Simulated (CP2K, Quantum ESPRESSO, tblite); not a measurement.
# Which run comes nearest? (6,6) carbon nanotube bundle (120 atoms)

The cell holds 120 atoms: 120 C. Its edges and angles: a = 11.438 Å, b = 11.438 Å, c = 12.136 Å, α = 90.0°, β = 90.0°, γ = 120.0°. It derives from C (graphene). Graphene sheet (a = 2.46 Å) rolled into a (6,6) tube of diameter 8.14 Å, 5 periods, hexagonal bundle with 3.3 Å between walls; minimised with a classical potential (one cell length free). Then every atom was moved at random, 0.05 Å r.m.s. a Cartesian component.

Geometry: as built.

The reference, a calculation:

```
method                 : Kohn-Sham DFT, PBE, SSSP efficiency 1.3.0 pseudopotentials, plane waves (Quantum ESPRESSO 7.5); sssp-pbe-1.3.0-efficiency, cutoffs 45/360 Ry, Γ point
r.m.s. force component : 3.407 eV/Å
longest force          : 18.43 eV/Å
pressure               : 14.99 GPa
time                   : 6 min on 4 MPI ranks of Arm Neoverse N1, shared host
CPU time               : 22 min
```

Runs, in no order:
A. CP2K PBE, SZV-MOLOPT-SR, 450/50 Ry, diagonalisation: Kohn-Sham DFT, PBE, GTH-PBE pseudopotentials, Gaussian and plane waves, SZV-MOLOPT-SR-GTH, diagonalisation
B. tblite GFN2-xTB: GFN2-xTB tight binding, diagonalisation
C. CP2K PBE, DZVP-MOLOPT-SR, 450/50 Ry, diagonalisation: Kohn-Sham DFT, PBE, GTH-PBE pseudopotentials, Gaussian and plane waves, DZVP-MOLOPT-SR-GTH, diagonalisation

Q: Order them from the smallest to the largest r.m.s. force difference.

C, B, A.

```csv
run,"Δ force, r.m.s. (meV/Å)",share of r.m.s. force (%),CPU time
"C. CP2K PBE, DZVP-MOLOPT-SR, 450/50 Ry, diagonalisation",46.4,1.36,16 min
B. tblite GFN2-xTB,216,6.33,16 s
"A. CP2K PBE, SZV-MOLOPT-SR, 450/50 Ry, diagonalisation",885,26.0,7.6 min
```

Periodic xTB results under one method name differ between programs and library versions. The electronic-structure runs sample only Γ, in a cell whose shortest periodic width is 10 Å.

[Logs are printed without paths, hosts, clocks, repeated set-up lines and the standing remarks that a program may print on its own settings, such as how far it seeks lower states.]

[Hosts, paths, dates, database ids (printed as entryN), source tags and the programs' standing remarks are cut or masked in the printed files.]
